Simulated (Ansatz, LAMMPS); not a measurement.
# Elastic response of amorphous Ge (61 atoms), part 2 of 2

Aim: relax amorphous Ge (61 atoms), then change its volume and shape to read moduli from the stress.

Ansatz 0.2.0; Kohn-Sham DFT, PBE, PAW (set soft_1), plane waves.

The cell: 61 Ge. The quench rate of 5 K/ps is orders of magnitude faster than experiment. The starting topology of bonds comes from the classical model. Sampling is at Γ alone.

So far. Step 2 (Single point at the start): The r.m.s. force at the start is 0.22 eV/Å. Step 3 (Cell and atoms relaxed): The relaxation converged after 14 steps, with a largest force component of 0.028 eV/Å.

## (5) Volume -3 %

The relaxed cell is scaled evenly and the atoms are relaxed again; the stress at the end gives one point of P(V).

Contents of input.yaml:

```yaml
crystal:
  lattice:
    - [11.32649, 0.03517, -0.10491]
    - [0.03517, 11.22427, -0.11036]
    - [-0.10491, -0.11036, 11.43183]
  atoms:
    [... the 61 atom lines of step 4 ...]
kpoints:
  mp_grid: { grid: [1, 1, 1] }
hamiltonian:
  xc: pbe
  pseudopotentials: { kind: paw, azcp: { folder: soft_1 } }
scf:
  occupations: { method: fermi_dirac, width: 0.05 }
output:
  forces: true
  eigenvalues: true
  stress: true
relax:
  f_tol: 0.05
  max_steps: 70
```

Launch:

```console
$ ansatz run input.yaml --threads 4 --pin off --max-ram 8192MiB --backend cpu --events-out ev --progress --plain --runs-dir out
```

Numbers of over 12 decimals in the logs are rounded to 6 here.

The log of the run:

```text
Warning: output.stress: scf.convergence.dr2_threshold = 1e-7 eV (the SCF's general default) is looser than the 6.1e-9 eV advised for a printed stress (1e-10 eV for each atom of the cell: 61). What an SCF threshold leaves in a stress goes as its square root, and in the free energy as the threshold itself, and one threshold admits the most on a small cell: [...]
[...]
Crystal: 61 atoms, lattice volume = 1453.072 Å³
Basis set: ecut = 420 eV, 28375 PW (Γ), exchange–correlation on 160×160×160 points (8 copies of the dense FFT grid, shifted against one another)
Bands: 513, of which v1, the nominal top of the filled ones, is band 427 counted from 1 (426 counted from 0)
Symmetry: 1 space group operations
[...]
k-points: 1
[...]
SCF iter   1: F=—  HF=-261982.696495 eV  |F-HF|=—  |Δ(HF+E_count)|=         —  Δρ=3.11e-2  dr2=1.42e1  ethr=3.10e-3  ⟨swp⟩=6.0  Hψ=1825  notcnv=0
[...]
SCF iter   7: F=—  HF=-261981.011001 eV  |F-HF|=—  |Δ(HF+E_count)|=   8.76e-4  Δρ=1.10e-4  dr2=6.83e-4  ethr=4.45e-7  ⟨swp⟩=2.0  Hψ=551  notcnv=0  defer=66
SCF iter   8: F=-261981.011058 eV  HF=-261981.011074 eV  |F-HF|=1.57e-5  |Δ(HF+E_count)|=   7.30e-5  Δρ=3.89e-5  dr2=5.56e-5  ethr=7.32e-9  ⟨swp⟩=10.0  Hψ=2284  notcnv=0
SCF 1 converged in 8 iterations: F = -261981.011058 eV  dr2 = 5.56e-5
[...]
relax step   1: F+E_penalty+E_count = -261981.01105833 eV  Δ(F+E_penalty+E_count) = +0.000e0 eV  max|allowed force component| = 1.407e-1 eV/Å  Δτ_max = 0.0000 Å  (8 SCF iters, dr2 threshold 6.25e-5 eV, accepted)
[...]
relax step   2: F+E_penalty+E_count = -261981.03609206 eV  Δ(F+E_penalty+E_count) = -2.503e-2 eV  max|allowed force component| = 6.076e-2 eV/Å  Δτ_max = 0.0345 Å  (8 SCF iters, accepted)
[...]
relax step   3: F+E_penalty+E_count = -261981.04010379 eV  Δ(F+E_penalty+E_count) = -4.012e-3 eV  max|allowed force component| = 3.430e-2 eV/Å  Δτ_max = 0.0173 Å  (7 SCF iters, accepted)
SCF converged after 7 iterations
Free energy (F): -261981.040104 eV
[...]
Internal energy: -261980.993230 eV  (E = F + TS)
E sigma→0 (E₀):  -261981.016667 eV
Entropy (-TS):   -0.046874 eV (-0.768 meV/atom)
Fermi energy:    7.696797 eV
[...]
Σ components = -261981.040104   (vs F -261981.040104, Δ=0.00e0)
--- Forces (eV/Å), atoms counted from 1 ---
  atom   1  Ge    -0.00050241    -0.00318535     0.00355139
  atom   2  Ge     0.00373329    -0.00275293    -0.00101240
  atom   3  Ge     0.01129674    -0.03086849     0.01446888
  atom   4  Ge    -0.00210570    -0.00866580     0.00020059
[...]
atom  61  Ge     0.00518107    -0.00447111    -0.00911054
  max |Σ_I F_I| component: 1.88e-5 eV/Å
--- Stress (GPa, compression-positive) ---
        1.550100       0.050842       0.009523
        0.050842       1.426579       0.027725
        0.009523       0.027725       1.658093
  P = ⅓ Tr σ = 1.5449 GPa (15.449 kbar)
--- Band table (eV) ---
[...]
--- Relaxed structure (3 steps of the walk, 3 accepted, 0 SCFs on fresh bases) ---
  F+E_penalty+E_count = -261981.04010379 eV   max|allowed force component| = 3.430e-2 eV/Å
  atoms:
    - { symbol: Ge, position: [0.103754, 0.645940, 0.313743] }
    - { symbol: Ge, position: [0.349682, 0.756654, 0.151298] }
    - { symbol: Ge, position: [0.021398, 0.014843, 0.368772] }
    - { symbol: Ge, position: [0.531485, 0.505842, 0.382741] }
[...]
- { symbol: Ge, position: [0.562034, 0.253743, 0.129892] }
```

Elapsed: 37 s, on 4 threads of Intel Xeon Platinum 8488C (Sapphire Rapids), shared host; peak memory 2.3 GiB.

The program notes that the SCF threshold is loose for the stress.

The relaxation converged after 3 steps, 0.0290 eV below its start, with a largest force component of 0.034 eV/Å.

Volume -3 %: the energy stands 0.205 eV above that of the reference, at a pressure of 1.54 GPa.

## (6) Volume +3 %

The relaxed cell is scaled to another volume.

Input and log are left out; they have the form of those shown for this kind of step.

Wall time 27 s (4 threads of Intel Xeon Platinum 8488C (Sapphire Rapids), shared host); peak memory 2.4 GiB.

The relaxation converged after 2 steps, 0.0169 eV below its start, with a largest force component of 0.031 eV/Å.

Volume +3 %: the energy stands 0.196 eV above that of the reference, at a pressure of -1.34 GPa.

## (7) Volume -6 %

The relaxed cell is scaled to another volume.

input.yaml, the sections that differ from step 5:

```yaml
crystal:
  lattice:
    - [11.20849, 0.0348, -0.10382]
    - [0.0348, 11.10734, -0.10921]
    - [-0.10382, -0.10921, 11.31274]
  atoms:
    [... the 61 atom lines of step 4 ...]
# kpoints, hamiltonian, scf, output, relax: as in step 5
```

The log of the run:

```text
[...]
Crystal: 61 atoms, lattice volume = 1408.130 Å³
Basis set: ecut = 420 eV, 27541 PW (Γ), exchange–correlation on 150×150×160 points (8 copies of the dense FFT grid, shifted against one another)
Bands: 513, of which v1, the nominal top of the filled ones, is band 427 counted from 1 (426 counted from 0)
Symmetry: 1 space group operations
[...]
k-points: 1
[...]
SCF iter   1: F=—  HF=-261982.058369 eV  |F-HF|=—  |Δ(HF+E_count)|=         —  Δρ=3.24e-2  dr2=1.49e1  ethr=3.10e-3  ⟨swp⟩=6.0  Hψ=1833  notcnv=0
[...]
SCF iter   8: F=—  HF=-261980.245065 eV  |F-HF|=—  |Δ(HF+E_count)|=   1.05e-4  Δρ=5.09e-5  dr2=9.07e-5  ethr=1.38e-7  ⟨swp⟩=2.0  Hψ=549  notcnv=0  defer=62
SCF iter   9: F=-261980.245094 eV  HF=-261980.245093 eV  |F-HF|=3.84e-7  |Δ(HF+E_count)|=   2.86e-5  Δρ=2.16e-5  dr2=1.11e-5  ethr=7.32e-9  ⟨swp⟩=10.0  Hψ=1890  notcnv=0
SCF 1 converged in 9 iterations: F = -261980.245094 eV  dr2 = 1.11e-5
[...]
relax step   1: F+E_penalty+E_count = -261980.24509383 eV  Δ(F+E_penalty+E_count) = +0.000e0 eV  max|allowed force component| = 2.857e-1 eV/Å  Δτ_max = 0.0000 Å  (9 SCF iters, dr2 threshold 6.25e-5 eV, accepted)
[...]
relax step   2: F+E_penalty+E_count = -261980.34166585 eV  Δ(F+E_penalty+E_count) = -9.657e-2 eV  max|allowed force component| = 1.058e-1 eV/Å  Δτ_max = 0.0651 Å  (7 SCF iters, dr2 threshold 5.10e-6 eV, accepted)
[...]
relax step   3: F+E_penalty+E_count = -261980.35616826 eV  Δ(F+E_penalty+E_count) = -1.450e-2 eV  max|allowed force component| = 5.395e-2 eV/Å  Δτ_max = 0.0310 Å  (8 SCF iters, accepted)
relax step   4: F+E_penalty+E_count = -261980.36332618 eV  Δ(F+E_penalty+E_count) = -7.158e-3 eV  max|allowed force component| = 4.029e-2 eV/Å  Δτ_max = 0.0386 Å  (8 SCF iters, accepted)
[...]
relax step   5: F+E_penalty+E_count = -261980.36861148 eV  Δ(F+E_penalty+E_count) = -5.285e-3 eV  max|allowed force component| = 3.045e-2 eV/Å  Δτ_max = 0.0521 Å  (8 SCF iters, accepted)
SCF converged after 8 iterations
Free energy (F): -261980.368611 eV
[...]
Internal energy: -261980.309808 eV  (E = F + TS)
E sigma→0 (E₀):  -261980.339210 eV
Entropy (-TS):   -0.058804 eV (-0.964 meV/atom)
Fermi energy:    8.128281 eV
[...]
Σ components = -261980.368611   (vs F -261980.368611, Δ=0.00e0)
--- Forces (eV/Å), atoms counted from 1 ---
  atom   1  Ge     0.00300517     0.00794601     0.00028432
  atom   2  Ge     0.00163719     0.00200533    -0.01373641
  atom   3  Ge     0.01476090    -0.01306734     0.01821224
  atom   4  Ge     0.00834130     0.00687930    -0.00127895
[...]
atom  61  Ge    -0.00537115    -0.01187264     0.00382339
  max |Σ_I F_I| component: 1.05e-5 eV/Å
--- Stress (GPa, compression-positive) ---
        3.378649       0.139357       0.040349
        0.139357       3.057548       0.078751
        0.040349       0.078751       3.583123
  P = ⅓ Tr σ = 3.3398 GPa (33.398 kbar)
--- Band table (eV) ---
[...]
--- Relaxed structure (5 steps of the walk, 5 accepted, 0 SCFs on fresh bases) ---
  F+E_penalty+E_count = -261980.36861148 eV   max|allowed force component| = 3.045e-2 eV/Å
  atoms:
    - { symbol: Ge, position: [0.103752, 0.646789, 0.314140] }
    - { symbol: Ge, position: [0.349316, 0.756890, 0.152813] }
    - { symbol: Ge, position: [0.023196, 0.00901972, 0.368155] }
    - { symbol: Ge, position: [0.531985, 0.505291, 0.382961] }
[...]
- { symbol: Ge, position: [0.562654, 0.254567, 0.129261] }
```

Wall time 60 s (4 threads); peak memory 2.2 GiB.

The relaxation converged after 5 steps, 0.124 eV below its start, with a largest force component of 0.030 eV/Å.

Volume -6 %: the energy stands 0.876 eV above that of the reference, at a pressure of 3.34 GPa.

## (8) Volume +6 %

The relaxed cell is scaled to another volume.

Input and log are left out; they have the form of those shown for this kind of step.

It took 39 s on 4 threads of Intel Xeon Platinum 8488C (Sapphire Rapids), shared host; peak memory 2.4 GiB.

The relaxation converged after 3 steps, 0.0727 eV below its start, with a largest force component of 0.034 eV/Å.

Volume +6 %: the energy stands 0.730 eV above that of the reference, at a pressure of -2.46 GPa.

## (9) Volume -10 %

The relaxed cell is scaled to another volume.

Input and log are left out; they have the form of those shown for this kind of step.

Run time: 62 s. Hardware: 4 threads of Intel Xeon Platinum 8488C (Sapphire Rapids), shared host; peak memory 2.1 GiB.

The relaxation converged after 5 steps, 0.361 eV below its start, with a largest force component of 0.047 eV/Å.

Volume -10 %: the energy stands 2.67 eV above that of the reference, at a pressure of 6.28 GPa.

## (10) Stretched by 1 % along x

The relaxed cell is strained along x alone, which gives the stiffness along x and its coupling to y and z.

input.yaml, the sections that differ from step 7:

```yaml
crystal:
  lattice:
    - [11.55649, 0.03553, -0.10598]
    - [0.03589, 11.33881, -0.11149]
    - [-0.10704, -0.11149, 11.54849]
  atoms:
    [... the 61 atom lines of step 4 ...]
# kpoints, hamiltonian, scf, output, relax: as in step 7
```

The log of the run:

```text
[...]
Crystal: 61 atoms, lattice volume = 1512.992 Å³
Basis set: ecut = 420 eV, 29557 PW (Γ), exchange–correlation on 160×160×160 points (8 copies of the dense FFT grid, shifted against one another)
Bands: 513, of which v1, the nominal top of the filled ones, is band 427 counted from 1 (426 counted from 0)
Symmetry: 1 space group operations
[...]
k-points: 1
[...]
SCF iter   1: F=—  HF=-261982.726724 eV  |F-HF|=—  |Δ(HF+E_count)|=         —  Δρ=2.94e-2  dr2=1.34e1  ethr=3.10e-3  ⟨swp⟩=6.0  Hψ=1822  notcnv=0
[...]
SCF iter   7: F=—  HF=-261981.197166 eV  |F-HF|=—  |Δ(HF+E_count)|=   2.97e-4  Δρ=7.50e-5  dr2=2.42e-4  ethr=2.50e-7  ⟨swp⟩=2.0  Hψ=869  notcnv=0  defer=62
SCF iter   8: F=-261981.197203 eV  HF=-261981.197208 eV  |F-HF|=4.89e-6  |Δ(HF+E_count)|=   4.20e-5  Δρ=2.60e-5  dr2=2.15e-5  ethr=7.32e-9  ⟨swp⟩=8.0  Hψ=2344  notcnv=0
SCF 1 converged in 8 iterations: F = -261981.197203 eV  dr2 = 2.15e-5
[...]
relax step   1: F+E_penalty+E_count = -261981.19720298 eV  Δ(F+E_penalty+E_count) = +0.000e0 eV  max|allowed force component| = 1.071e-1 eV/Å  Δτ_max = 0.0000 Å  (8 SCF iters, dr2 threshold 6.25e-5 eV, accepted)
[...]
SCF iter   1: F=—  HF=-261981.210807 eV  |F-HF|=—  |Δ(HF+E_count)|=         —  Δρ=9.17e-4  dr2=5.86e-3  ethr=6.62e-7  ⟨swp⟩=2.0  Hψ=1333  notcnv=0  defer=62
[...]
SCF iter   6: F=—  HF=-261981.210229 eV  |F-HF|=—  |Δ(HF+E_count)|=   4.23e-7  Δρ=3.69e-6  dr2=6.51e-7  ethr=4.46e-10  ⟨swp⟩=2.0  Hψ=870  notcnv=0  defer=62
SCF iter   7: F=-261981.210229 eV  HF=-261981.210229 eV  |F-HF|=2.70e-8  |Δ(HF+E_count)|=   4.08e-8  Δρ=1.09e-6  dr2=3.97e-8  ethr=1.17e-11  ⟨swp⟩=9.0  Hψ=1959  notcnv=0
SCF 2 converged in 7 iterations: F = -261981.210229 eV  dr2 = 3.97e-8
relax step   2: F+E_penalty+E_count = -261981.21022859 eV  Δ(F+E_penalty+E_count) = -1.303e-2 eV  max|allowed force component| = 3.181e-2 eV/Å  Δτ_max = 0.0189 Å  (7 SCF iters, accepted)
SCF converged after 7 iterations
Free energy (F): -261981.210229 eV
[...]
Internal energy: -261981.163724 eV  (E = F + TS)
E sigma→0 (E₀):  -261981.186977 eV
Entropy (-TS):   -0.046504 eV (-0.762 meV/atom)
Fermi energy:    7.179951 eV
[...]
Σ components = -261981.210229   (vs F -261981.210229, Δ=0.00e0)
--- Forces (eV/Å), atoms counted from 1 ---
  atom   1  Ge     0.00249568     0.00303084     0.00081153
  atom   2  Ge     0.00680911    -0.00353675     0.00473674
  atom   3  Ge    -0.00888676    -0.02105652     0.00406445
  atom   4  Ge    -0.00581601    -0.00520154    -0.00915856
[...]
atom  61  Ge    -0.01281081    -0.00555196     0.00990120
  max |Σ_I F_I| component: 2.84e-5 eV/Å
--- Stress (GPa, compression-positive) ---
       -0.763107      -0.005422       0.019541
       -0.005422      -0.380874       0.008276
        0.019541       0.008276      -0.314242
  P = ⅓ Tr σ = -0.4861 GPa (-4.861 kbar)
--- Band table (eV) ---
[...]
--- Relaxed structure (2 steps of the walk, 2 accepted, 0 SCFs on fresh bases) ---
  F+E_penalty+E_count = -261981.21022859 eV   max|allowed force component| = 3.181e-2 eV/Å
  atoms:
    - { symbol: Ge, position: [0.103608, 0.645795, 0.313145] }
    - { symbol: Ge, position: [0.349455, 0.757624, 0.151518] }
    - { symbol: Ge, position: [0.021283, 0.016397, 0.369257] }
    - { symbol: Ge, position: [0.531384, 0.505734, 0.382734] }
[...]
- { symbol: Ge, position: [0.562160, 0.253459, 0.130564] }
```

Elapsed: 26 s, on 4 threads; peak memory 2.3 GiB.

The relaxation converged after 2 steps, 0.0130 eV below its start, with a largest force component of 0.032 eV/Å.

Stretched by 1 % along x: the energy stands 0.0349 eV above that of the reference, at a pressure of -0.486 GPa.

## (11) Pressure against volume

Atoms are relaxed at each volume, in the scaled cell.

```csv
volume change (%),volume (Å³/atom),energy change (meV/atom),pressure (GPa),largest move on relaxing (Å),bonds
-10,22.102,43.71,6.28,0.20,127
-6,23.084,14.37,3.34,0.16,126
-3,23.821,3.36,1.54,0.04,125
+0,24.558,0.00,-0.01,-,125
+3,25.294,3.22,-1.34,0.03,125
+6,26.031,11.97,-2.46,0.07,124
```

## (12) Uniaxial strain and shear

Stress (GPa, compression positive) less that of the relaxed cell, atoms relaxed:

```csv
strain,xx,yy,zz,xy,energy change (meV/atom)
stretched by 1 % along x,-0.762,-0.345,-0.324,0.001,0.57
```

## (13) Findings

The bulk modulus, from the slope of pressure against ln V over the three points nearest the relaxed volume, is 48.1 GPa; a quadratic over all points gives a pressure derivative of about 4.6. The count of bonds runs from 124 to 127 over the series, so at some points contacts cross the cutoffs.

**Limits.** Strains are finite and relaxations stop at the force tolerance of the input, which can leave moduli too stiff; they are those of a static cell at zero temperature. Volumes are changed with the cell's shape held, so in an anisotropic solid the modulus lies over the one under free hydrostatic load. The program notes that the SCF threshold of the relaxations is loose for the stress.

The DFT runs together took 7.7 min of wall time.

[Logs are printed without paths, hosts, clocks, repeated set-up lines and the standing remarks that a program may print on its own settings, such as how far it seeks lower states.]

[Hosts, paths, dates, database ids (printed as entryN), source tags and the programs' standing remarks are cut or masked in the printed files.]
